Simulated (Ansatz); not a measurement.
# SrZn3, from a guessed structure to a relaxed one, part 2 of 2

This structure for SrZn3 is made up. Its elements were placed in a known structure type with a cell scaled to their sizes. What cell does the guess relax to, and how far off was it?

Ansatz 0.2.0; DFT, PBE, plane-wave PAW, files of the set soft_1, scalar-relativistic, no spin, cell and ions relaxed at zero pressure; PAW set soft_1 (the session's first sound run).

So far: Starting point; Relaxing cell and atoms. The relaxed cell has a = 7.109, c = 4.296 Å (conventional setting).

**3. Bands of the relaxed cell**

A second self-consistent run takes a narrower smearing and the mesh shown in its input; the bands follow along the standard path of the relaxed lattice.

This step: DFT, PBE, plane-wave PAW, files of the set soft_1, scalar-relativistic, no spin, bands and density of states at the relaxed cell; PAW set soft_1 (Ansatz 0.2.0).

Contents of input.yaml:

```yaml
crystal:
  lattice:
    - [7.1085898064, 0.0, 0.0]
    - [-3.5542949032, 6.1562193575, 0.0]
    - [0.0, 0.0, 4.2964843736]
  atoms:
    - { symbol: Sr, position: [0.6666666667, 0.3333333333, 0.75] }
    - { symbol: Sr, position: [0.3333333333, 0.6666666667, 0.25] }
    - { symbol: Zn, position: [0.7434805277, 0.8717402639, 0.75] }
    - { symbol: Zn, position: [0.1282597361, 0.2565194723, 0.75] }
    - { symbol: Zn, position: [0.1282597361, 0.8717402639, 0.75] }
    - { symbol: Zn, position: [0.2565194723, 0.1282597361, 0.25] }
    - { symbol: Zn, position: [0.8717402639, 0.7434805277, 0.25] }
    - { symbol: Zn, position: [0.8717402639, 0.1282597361, 0.25] }
kpoints:
  mp_grid: { grid: [6, 6, 8] }
  band_path:
    path:
      - [[0.0, 0.0, 0.0], [0.5, 0.0, 0.0], [0.33333333, 0.33333333, 0.0], [0.0, 0.0, 0.0], [0.0, 0.0, 0.5], [0.5, 0.0, 0.5], [0.33333333, 0.33333333, 0.5], [0.0, 0.0, 0.5]]
      - [[0.5, 0.0, 0.5], [0.5, 0.0, 0.0]]
      - [[0.33333333, 0.33333333, 0.0], [0.33333333, 0.33333333, 0.5]]
    npoints: 8
scf:
  occupations: { method: fermi_dirac, width: 0.03 }
  n_extra_bands: 12
hamiltonian:
  xc: pbe
  pseudopotentials: { kind: paw, azcp: { folder: soft_1 } }
output:
  forces: true
  stress: true
  write_bands: true
  dos: { projected: true }
  write_density: true
  write_potential: true
  elf: true
  volumetric_format: npy
```

On the command line:

```bash
> ansatz run input.yaml --threads 4 --pin off --max-ram 10240MiB --backend cpu --events-out ev --progress --plain --runs-dir out
```

Numbers of over 12 decimals in the logs are rounded to 6 here.

Log:

```text
[...]
Crystal: 8 atoms, lattice volume = 188.023 Å³
Basis set: ecut = 420 eV, 3669 PW (Γ), exchange–correlation on 96×96×60 points (8 copies of the dense FFT grid, shifted against one another)
Bands: 58, of which v1, the nominal top of the filled ones, is band 46 counted from 1 (45 counted from 0)
Symmetry: 24 space group operations
[...]
k-points: 35 of 288
[...]
SCF iter   1: F=—  HF=-27008.827283 eV  |F-HF|=—  |Δ(HF+E_count)|=         —  Δρ=8.52e-2  dr2=2.17e1  ethr=3.10e-3  ⟨swp⟩=9.2  Hψ=10725  notcnv=0  defer=5
[...]
SCF iter  10: F=-27004.126829 eV  HF=-27004.126829 eV  |F-HF|=7.24e-9  |Δ(HF+E_count)|=   5.23e-9  Δρ=2.28e-6  dr2=2.51e-8  ethr=1.09e-10  ⟨swp⟩=20.1  Hψ=18817  notcnv=0
SCF 1 converged in 10 iterations: F = -27004.126829 eV  dr2 = 2.51e-8
[...]
NSCF: frozen V_eff on 75 k-points
SCF converged after 10 iterations
Free energy (F): -27004.126829 eV
[...]
Internal energy: -27004.115205 eV  (E = F + TS)
E sigma→0 (E₀):  -27004.121017 eV
Entropy (-TS):   -0.011624 eV (-1.453 meV/atom)
Fermi energy:    7.885637 eV
[...]
--- Forces (eV/Å), atoms counted from 1 ---
  atom   1  Sr     0.00000000     0.00000000    -0.00000000
  atom   2  Sr    -0.00000000     0.00000000     0.00000000
  atom   3  Zn     0.03844144     0.02219418    -0.00000000
  atom   4  Zn    -0.00000000    -0.04438835     0.00000000
  atom   5  Zn    -0.03844144     0.02219418    -0.00000000
  atom   6  Zn    -0.03844144    -0.02219418     0.00000000
  atom   7  Zn     0.00000000     0.04438835    -0.00000000
  atom   8  Zn     0.03844144    -0.02219418     0.00000000
  max |Σ_I F_I| component: 1.73e-17 eV/Å
--- Stress (GPa, compression-positive) ---
       -0.429617       0.000000      -0.000000
        0.000000      -0.429617      -0.000000
       -0.000000      -0.000000       1.240492
  P = ⅓ Tr σ = 0.1271 GPa (1.271 kbar)
--- Band table (eV; the first three rows and the last of 35) ---
  k-point 0: bands = [... 42 lower, 6.1169, 6.1169, 6.9373, 7.7626, 9.5233, 10.3415, 10.3415, 10.8606, ... 8 higher]
  k-point 1: bands = [... 42 lower, 6.1731, 6.1877, 6.1877, 7.5295, 9.3071, 9.3071, 10.2228, 10.2228, ... 8 higher]
  k-point 2: bands = [... 42 lower, 5.9889, 6.3657, 6.3657, 7.8659, 7.9007, 7.9007, 9.1762, 9.1762, ... 8 higher]
  k-point 34: bands = [... 42 lower, 4.9138, 4.9138, 7.7850, 7.7850, 8.1842, 8.1842, 8.6029, 8.6029, ... 8 higher]
```

Wall time 15 s (4 threads of Arm Neoverse V2, shared host); peak memory 0.97 GiB.

In the SCF lines HF is the Harris–Foulkes energy and dr2 the Hartree energy of the density residual, in eV; the loop may stop once dr2 is under the threshold and the program's other checks hold. Hψ counts applications of the Hamiltonian.

This step gave:

```
free energy             : -27004.1268 eV
energy at zero smearing : -27004.1210 eV
smearing term TS        : 0.01162 eV
Fermi energy            : 7.886 eV
pressure                : 0.1271 GPa
```

From bands.tsv, the bands that come nearest the Fermi level along the path, at its corners, in eV from the Fermi level:

```
point  band 43  band 44  band 45  band 46  band 47  band 48  band 49  band 50
    Γ    -1.77    -1.77    -0.95    -0.12     1.64     2.46     2.46     2.98
    M    -0.94    -0.28    -0.07     0.23     0.49     1.03     1.40     1.92
    K    -1.92    -0.31    -0.30     0.74     1.19     1.19     1.32     2.14
    Γ    -1.77    -1.77    -0.95    -0.12     1.64     2.46     2.46     2.98
    A    -2.62    -2.62    -0.33    -0.33    -0.32    -0.32    -0.32    -0.32
    L    -2.77    -2.77    -0.66    -0.66     0.46     0.46     0.97     0.97
    H    -2.97    -2.97    -0.10    -0.10     0.30     0.30     0.72     0.72
    A    -2.62    -2.62    -0.33    -0.33    -0.32    -0.32    -0.32    -0.32
    L    -2.77    -2.77    -0.66    -0.66     0.46     0.46     0.97     0.97
    M    -0.94    -0.28    -0.07     0.23     0.49     1.03     1.40     1.92
    K    -1.92    -0.31    -0.30     0.74     1.19     1.19     1.32     2.14
    H    -2.97    -2.97    -0.10    -0.10     0.30     0.30     0.72     0.72
```

Counts of states for the cell as run, both spins, by energy window (eV from the Fermi level):

| from | to | total |
| --- | --- | --- |
| -8 | -7 | 32.11 |
| -7 | -6 | 28.57 |
| -6 | -5 | 0.88 |
| -5 | -4 | 2.68 |
| -4 | -3 | 1.69 |
| -3 | -2 | 2.12 |
| -2 | -1 | 3.14 |
| -1 | 0 | 3.51 |
| 0 | 1 | 4.61 |
| 1 | 2 | 2.84 |
| 2 | 3 | 3.11 |
| 3 | 4 | 5.30 |

Below -8 eV lie 17.1 more states.

Valence density in the ab plane at fractional z = 0.250, with atoms of Sr and Zn within 0.2 Å of it. It is the smooth field of the valence electrons, not physical close to the nuclei.

Values in e/Å³, 10 rows by 16 columns, each cell a mean:
```
 0  0  0  0  0  0  0  0  0  0  0  0  0  0  0  0
 0  0  0  0  0  0  1  0  0  0  0  0  0  1  4  2
 0  0  0  0  1  2  2  1  0  0  0  0  1 14 20  3
 0  0  0  1  2  2  2  1  0  0  0  0  1  2  1  0
 0  0  0  1  1  1  0  0  0  0  0  0  0  0  0  0
 0  0  0  0  0  0  0  0  0  0  0  0  0  0  0  0
 0  0  0  0  0  0  0  0  0  0  0  0  0  0  0  0
 0  0  0  0  2  2  1  0  0  0  0  0  0  1  2  1
 0  0  1  9 24  5  0  0  0  0  0  0  1 13 21  3
 0  0  1  4  3  0  0  0  0  0  0  0  1  4  2  0
```
Columns run along a (7.1 Å), rows up along b (7.1 Å). Atoms in or near the plane, at fractional coordinates: Sr at (0.33, 0.67), Zn at (0.26, 0.13), Zn at (0.87, 0.74), Zn at (0.87, 0.13).

ELF in the ab plane at fractional z = 0.250, with atoms of Sr and Zn within 0.2 Å of it. It is the smooth field of the valence electrons, not physical close to the nuclei.

Ten even steps from '_' (0.00) to '@' (0.85), each cell a mean:
```
::::::::::----::..____..----::::::::::::
::::--------..__________::--------::::::
::::----::....--====..__..::----::......
::::--::__::**@@@@%%==__..::--::..______
::--::..::%%@@%%@@@@++__..--::..________
----....##@@++--%%@@--__::--::..______::
--::__==@@##::==@@##....----::......::--
::__..**@@%%%%@@%%--__::====--::::::--==
..__..**@@@@@@##--__..::==============--
..____::==++--..__..::----==========--::
::..__________..::----::----------------
==--::....::::--======--::....::----====
------------------====--......--======--
::::----::::::::::==++--::::--====--::::
::::--::::..__..::====--::--====::..__..
::::::..______..::====----====::..______
::::::..______..--==----====--..______..
::::..______..::====::--====::..____..::
::::::......::----::..::==--::......::::
```
Columns run along a (7.1 Å), rows up along b (7.1 Å). Atoms in or near the plane, at fractional coordinates: Sr at (0.33, 0.67), Zn at (0.26, 0.13), Zn at (0.87, 0.74), Zn at (0.87, 0.13).

Electrostatic potential energy in the ab plane at fractional z = 0.250, with atoms of Sr and Zn within 0.2 Å of it. With pseudopotentials it is smooth inside the atoms' cores, unlike the true potential.

Ten even steps from '_' (-74 eV) to '@' (11 eV), each cell a mean:
```
@@@@@@@@@@@@@@@@@@@@@@@@@@@@@@@@@@@@@@@@
@@@@@@@@@@@@@@@@@@@@@@@@@@@@@@@@@@@@@@%%
%%@@@@@@@@@@@@%%%%%%@@@@@@@@@@@@%%##++**
##@@@@@@@@@@%%****##%%@@@@@@@@%%**--::==
%%@@@@@@@@##--....++%%@@@@@@@@##--__..==
@@@@@@@@##::______**%%@@@@@@@@++::..--##
@@@@@@%%**______::##@@@@@@@@%%**++++##@@
@@@@@@%%++____--##%%@@@@@@@@@@%%%%@@@@@@
@@@@@@%%##++**%%@@@@@@@@@@@@@@@@@@@@@@@@
@@@@@@@@%%%%%%@@@@@@@@@@@@@@@@@@@@@@@@@@
@@@@@@@@@@@@@@@@@@@@@@@@@@@@@@@@@@@@@@@@
@@@@@@@@@@@@@@@@@@@@@@@@@@@@@@@@@@@@@@@@
@@@@@@@@@@@@@@@@@@@@@@@@@@@@@@@@@@@@@@@@
@@@@@@@@@@%%%%%%@@@@@@@@@@@@@@@@@@@@%%%%
%%@@@@@@##++==**%%@@@@@@@@@@@@@@%%**==++
##@@@@##==..::++%%@@@@@@@@@@@@%%++::..==
%%@@%%++..__::**@@@@@@@@@@@@@@**::__..++
@@@@##==::--**%%@@@@@@@@@@@@%%++::::++%%
@@@@%%****##@@@@@@@@@@@@@@@@@@##****%%@@
```
Columns run along a (7.1 Å; values clipped at the 3rd and 97th percentile), rows up along b (7.1 Å). Atoms in or near the plane, at fractional coordinates: Sr at (0.33, 0.67), Zn at (0.26, 0.13), Zn at (0.87, 0.74), Zn at (0.87, 0.13).

**4. Results**

- space group, relaxed: P6_3/mmc
- conventional cell: a = 7.109, b = 7.109, c = 4.296 Å; α = 90.0°, β = 90.0°, γ = 120.0°
- volume per atom: 23.50 Å³ (guess 20.92)

In words: SrZn3 relaxes to P6_3/mmc with a = 7.109, b = 7.109 and c = 4.296 Å. The guessed volume was 11 % too small. The space group P6_3/mmc was held in the relaxation, so the end point is a stationary structure within it and may be a saddle against distortions or other arrangements. Bands cross the Fermi level, so it is a metal or semimetal at this level. On the 6×6×8 mesh with the narrower smearing (relaxed on 5×5×6) the largest force component is 0.044 eV/Å and the largest stress component is 1.240 GPa, against the relaxation's thresholds of 0.015 eV/Å and 0.05 GPa. The cutoff wasn't tested. A vector of the cell changed its length by 12 %, more than the volume shows. No dispersion term is used, so weakly bound directions may come out too long. Nothing here tests whether the compound is stable against decomposition.

[Logs are printed without paths, hosts, clocks, repeated set-up lines and the standing remarks that a program may print on its own settings, such as how far it seeks lower states.]

[Hosts, paths, dates, database ids (printed as entryN), source tags and the programs' standing remarks are cut or masked in the printed files.]
